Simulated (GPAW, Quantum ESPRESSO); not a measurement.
# Core-hole calculation of the Cr K edge in CrB4 (Immm), part 2 of 4

Aim: the Cr K edge of CrB4 (Immm) by two routes, a Lanczos recursion (XSpectra) and a sum over empty bands (GPAW), to see which features are robust.

Quantum ESPRESSO 7.5 and GPAW 26.7.0; core-hole supercells, plane-wave PAW LDA.

So far. Step 2 (Ground state of the crystal (Quantum ESPRESSO)): The mesh shows no gap, so the system is treated as a metal and the core electron is put at the Fermi level (neutral cell). Step 3 (Spectrum without a core hole, Cr atom 1 (Quantum …): Main maxima below 30 eV (height): 8.8 eV (0.99), 11.3 eV (0.80), 19.4 eV (3.01), 23.9 eV (2.16) and 27.7 eV (2.20). A K edge sees empty p states.

## (6) The atom with a core hole (Quantum ESPRESSO)

Level of this step: all-electron atom with a core hole and its PAW potential, LDA, scalar-relativistic (Quantum ESPRESSO).

The final state has one core electron fewer, so a PAW data set is made for an atom with that hole.

File Cr.lda-nx-kjpaw-1sch.ld1.in:

```
&input
   title='Cr', zed=24., rel=1, iswitch=3, dft='PZ',
   config='1s1 2s2 2p6 3s2 3p6 4s2 4p0 3d5'
/
&inputp
   file_pseudopw='Cr.lda-nx-kjpaw-1sch.UPF', author='',
   lpaw=.true.,
   pseudotype=3,
   lloc=-1,
   rcloc=2.1,
   which_augfun='PSQ',
   rmatch_augfun_nc=.true.,
   nlcc=.true.,
   new_core_ps=.true.,
   rcore=1.3,
   tm=.true.,
   zval=7,
   lgipaw_reconstruction=.true., use_paw_as_gipaw=.true.
/
6
4S  1  0  2.00  0.00  1.53  2.30  0.0
4S  1  0  0.00  4.00  1.53  2.30  0.0
4P  2  1  0.00  0.00  1.53  2.30  0.0
4P  2  1  0.00  4.00  1.53  2.30  0.0
3D  3  2  5.00  0.00  1.17  1.90  0.0
3D  3  2  0.00  0.30  1.17  1.90  0.0
```

On the command line:

```bash
ld1.x < Cr.lda-nx-kjpaw-1sch.ld1.in > Cr.lda-nx-kjpaw-1sch.ld1.out
```

Log:

```text
     [... banner and references ...]
PAW data will be used for GIPAW calculation
     --------------------------- All-electron run ----------------------------

     Cr
     scalar relativistic calculation

     atomic number is 24.00
     dft =PZ   lsd =0 sic =0 latt =0  beta=0.20 tr2=1.0E-14
     Exchange-correlation= PZ
                           (   1   1   0   0   0   0   0)
     mesh =1183 r(mesh) =  99.18097 a.u. xmin = -7.00 dx = 0.01250
     1 Ry =  13.60569312 eV, c = 137.03599908

     n l     nl                  e(Ry)          e(Ha)          e(eV)
     1 0     1S 1( 1.00)      -451.0613      -225.5307     -6137.0022
     2 0     2S 1( 2.00)       -53.1075       -26.5538      -722.5646
     2 1     2P 1( 6.00)       -46.1809       -23.0905      -628.3238
[...]
final scf error:  5.2E-15 reached in  29 iterations

     Etot =   -1656.209650 Ry,    -828.104825 Ha,  -22533.880246 eV

     Ekin =    1669.120723 Ry,     834.560361 Ha,   22709.544336 eV
     Encl =   -4052.981254 Ry,   -2026.490627 Ha,  -55143.619175 eV
     Eh   =     808.218056 Ry,     404.109028 Ha,   10996.366849 eV
     Exc  =     -80.567175 Ry,     -40.283587 Ha,   -1096.172256 eV

     normalization and overlap integrals

     s(1S/1S) =  1.000000  <r> =   0.0629  <r2> =    0.0053  r(max) =   0.0411
     s(1S/2S) = -0.002762
     s(1S/3S) = -0.001016
     s(1S/4S) = -0.000265
     s(2S/2S) =  1.000000  <r> =   0.2849  <r2> =    0.0958  r(max) =   0.2368
[...]
s(2P/2P) =  1.000000  <r> =   0.2484  <r2> =    0.0758  r(max) =   0.1891
     s(2P/3P) = -0.000472
     s(2P/4P) = -0.000085
     s(3S/3S) =  1.000000  <r> =   0.8663  <r2> =    0.8672  r(max) =   0.7478
[...]
Ekin =    1669.120723 Ry,     834.560361 Ha,   22709.544336 eV
     Encl =   -4052.981254 Ry,   -2026.490627 Ha,  -55143.619175 eV
     Eh   =     808.218056 Ry,     404.109028 Ha,   10996.366849 eV
     Exc  =     -80.567175 Ry,     -40.283587 Ha,   -1096.172256 eV

     normalization and overlap integrals

[...]
s(2S/4S) = -0.000149
     s(2P/2P) =  1.000000  <r> =   0.2484  <r2> =    0.0758  r(max) =   0.1891
     s(2P/3P) = -0.000472
     s(2P/4P) = -0.000085
     s(3S/3S) =  1.000000  <r> =   0.8663  <r2> =    0.8672  r(max) =   0.7478
     s(3S/4S) = -0.000086
     s(3P/3P) =  1.000000  <r> =   0.9072  <r2> =    0.9723  r(max) =   0.7573
     s(3P/4P) = -0.000051
     s(4S/4S) =  1.000000  <r> =   3.1171  <r2> =   11.2846  r(max) =   2.5458
     s(4P/4P) =  1.000000  <r> =   4.3884  <r2> =   22.9762  r(max) =   3.3938
     s(3D/3D) =  1.000000  <r> =   1.2103  <r2> =    1.9789  r(max) =   0.7573

     ------------------------ End of All-electron run ------------------------

     ---------------------- Testing the pseudopotential ----------------------

     Cr
     scalar relativistic calculation

     atomic number is 24.00   valence charge is  7.00
     dft = SLA  PZ   NOGX NOGC   lsd =0 sic =0 latt =0  beta=0.20 tr2=1.0E-14
     mesh =1183 r(mesh) =  99.18097 xmin = -7.00 dx = 0.01250

     n l     nl             e AE (Ry)        e PS (Ry)    De AE-PS (Ry)
[...]
2 1     4P   1( 0.00)       -0.11224       -0.11224       -0.00000
     3 2     3D   1( 5.00)       -0.53857       -0.53857        0.00000

     eps = 7.2E-18  iter =  4

     Etot =   -1656.209650 Ry,    -828.104825 Ha,  -22533.880246 eV
     Etotps =  -100.555871 Ry,     -50.277935 Ha,   -1368.132323 eV

     Ekin =      67.100662 Ry,      33.550331 Ha,     912.951014 eV
     Encl =    -115.132937 Ry,     -57.566469 Ha,   -1566.463410 eV
     Ehrt =      28.043575 Ry,      14.021788 Ha,     381.552279 eV
     Ecxc =     -80.567171 Ry,     -40.283586 Ha,   -1096.172205 eV
     (Ecc =     -15.130182 Ry,      -7.565091 Ha,    -205.856610 eV)

     ---------------------- End of pseudopotential test ----------------------
```

The job ended after 0.77 s (1 MPI rank of Arm Neoverse V1, shared host; peak memory 0.12 GiB).

Removing the core electron and adding it to the valence shell costs the free atom 5996.7 eV.

## (7) Supercell with XCH, Cr atom 1 (Quantum ESPRESSO)

The holes are 4.7 Å apart. The excited electron is kept in the cell, where it fills the lowest empty states and screens the hole.

File scf.in:

```
&control
   calculation='scf', prefix='x', pseudo_dir='../pp', outdir='tmp', tprnfor=.true.
/
&system
   ibrav=0, nat=15, ntyp=3, nbnd=38
   ecutwfc=53, ecutrho=350
   occupations='smearing', smearing='mv', degauss=0.015
   nspin=2
   starting_magnetization(1)=0.43
   starting_magnetization(2)=0.50
/
&electrons
   conv_thr=1.5e-07, electron_maxstep=120
   mixing_beta=0.3, mixing_mode='local-TF'
/
ATOMIC_SPECIES
Cr0 1.0 Cr.lda-nx-kjpaw-1sch.UPF
Cr 1.0 Cr.lda-nx-kjpaw.UPF
B 1.0 B.lda-n-kjpaw.UPF
CELL_PARAMETERS angstrom
  0.00000000 -4.74820000 0.00000000
  0.00000000 0.00000000 5.48560000
  -4.30755000 -2.37410000 2.74280000
ATOMIC_POSITIONS crystal
Cr0  0.00000000 0.00000000 0.00000000
Cr   0.33333333 0.33333333 0.33333333
Cr   0.66666667 0.66666667 0.66666667
B    0.80670000 0.34410000 0.00000000
B    0.14003333 0.67743333 0.33333333
B    0.47336667 0.01076667 0.66666667
B    0.85996667 0.32256667 0.66666667
B    0.19330000 0.65590000 0.00000000
B    0.52663333 0.98923333 0.33333333
B    0.80670000 0.65590000 0.00000000
B    0.14003333 0.98923333 0.33333333
B    0.47336667 0.32256667 0.66666667
B    0.85996667 0.01076667 0.66666667
B    0.19330000 0.34410000 0.00000000
B    0.52663333 0.67743333 0.33333333
K_POINTS automatic
6 6 6 0 0 0
```

On the command line:

```bash
OMP_NUM_THREADS=1 mpirun --oversubscribe --bind-to none -np 4 pw.x -nk 4 -in scf.in > scf.out
```

Log:

```text
     [... banner and references ...]
[banner, memory and clock lines left out]
using ibrav=0 with symmetry is DISCOURAGED, use correct ibrav instead

     G-vector sticks info

     bravais-lattice index     =            0
     lattice parameter (alat)  =       8.9728  a.u.
     unit-cell volume          =     757.1468 (a.u.)^3
     number of atoms/cell      =           15
     number of atomic types    =            3
     number of electrons       =        55.00
     number of Kohn-Sham states=           38
     kinetic-energy cutoff     =      53.0000  Ry
     charge density cutoff     =     350.0000  Ry
     scf convergence threshold =      1.5E-07
     mixing beta               =       0.3000
     number of iterations used =            8  local-TF  mixing
     Exchange-correlation= SLA  PZ   NOGX NOGC
                           (   1   1   0   0   0   0   0)

     celldm(1)=   8.972798  celldm(2)=   0.000000  celldm(3)=   0.000000
     celldm(4)=   0.000000  celldm(5)=   0.000000  celldm(6)=   0.000000

     crystal axes: (cart. coord. in units of alat)
               a(1) = (   0.000000  -1.000000   0.000000 )
               a(2) = (   0.000000   0.000000   1.155301 )
               a(3) = (  -0.907196  -0.500000   0.577650 )

     reciprocal axes: (cart. coord. in units 2 pi/alat)
               b(1) = (  0.551149 -1.000000  0.000000 )
               b(2) = (  0.551149  0.000000  0.865575 )
               b(3) = ( -1.102297  0.000000  0.000000 )

     PseudoPot. #1 for Cr:     Pseudo is Projector augmented-wave + core cor, Zval =  7.0

[...]
------ SPIN UP ------------

          k = 0.0000 0.0000 0.0000 (  4921 PWs)   bands (ev):

    -3.0327   1.4145   1.4173   2.0112   2.1073   2.8293   2.9004   3.4940
     4.0731   4.0773   4.9897   5.0207   5.4751   6.2554   6.4063   6.8530
     7.8600   8.0221   8.2627   8.3218   8.7021   8.9288   9.3833   9.5170
    10.3332  10.6080  11.0193  11.8697  12.3494  12.6946  13.1166  13.4038
    13.5607  13.8450  13.8712  14.3008  15.1705  15.5492

     [... bands of 91 further k-points ...]

     the Fermi energy is    11.6888 ev

!    total energy              =    -444.77185682 Ry
     total all-electron energy =     -6443.816015 Ry
     estimated scf accuracy    <       0.00000002 Ry
     smearing contrib. (-TS)   =      -0.00135266 Ry
     internal energy E=F+TS    =    -444.77050416 Ry

     The total energy is F=E-TS. E is the sum of the following terms:
     one-electron contribution =      62.93292173 Ry
     hartree contribution      =      22.33046203 Ry
     xc contribution           =    -112.60806222 Ry
     ewald contribution        =    -162.06917606 Ry
     one-center paw contrib.   =    -255.35664963 Ry

     total magnetization       =     0.00 Bohr mag/cell
     absolute magnetization    =     0.00 Bohr mag/cell

     convergence has been achieved in  49 iterations

     negative rho (up, down):  9.427E-02 9.441E-02

     Forces acting on atoms (cartesian axes, Ry/au):

     atom    1 type  1   force =     0.00000000    0.00000000    0.00000000
     atom    2 type  2   force =     0.01099081   -0.00000000    0.00000000
     atom    3 type  2   force =    -0.01099081    0.00000000    0.00000000
[...]
atom   14 type  3   force =     0.00000000   -0.01703093   -0.01703863
     atom   15 type  3   force =    -0.00138865   -0.01411705   -0.01672007

     Total force =     0.080058     Total SCF correction =     0.000022

     XML data file, charge density, pseudopotentials, collected wavefunctions
```

Run time: 8.1 min. Hardware: 4 MPI ranks; peak memory 0.28 GiB.

Energy with the hole: -87672.583 eV, cores included.

(Part 2 of 4 ends here.)

[Banner, clock and machine lines of the logs are left out without a mark of their own.]

[Logs are printed without paths, hosts, clocks, repeated set-up lines and the standing remarks that a program may print on its own settings, such as how far it seeks lower states.]

[Hosts, paths, dates, database ids (printed as entryN), source tags and the programs' standing remarks are cut or masked in the printed files.]

[Lists of maxima count a maximum above −3 eV only where it reaches 4 % of the highest in the window and stands out from its surroundings by 2 % of it (1.5 % where it reaches 55 %); shoulders and weaker maxima are passed over, and of the rest the first, up to two pre-edge ones and the few strongest are named.]
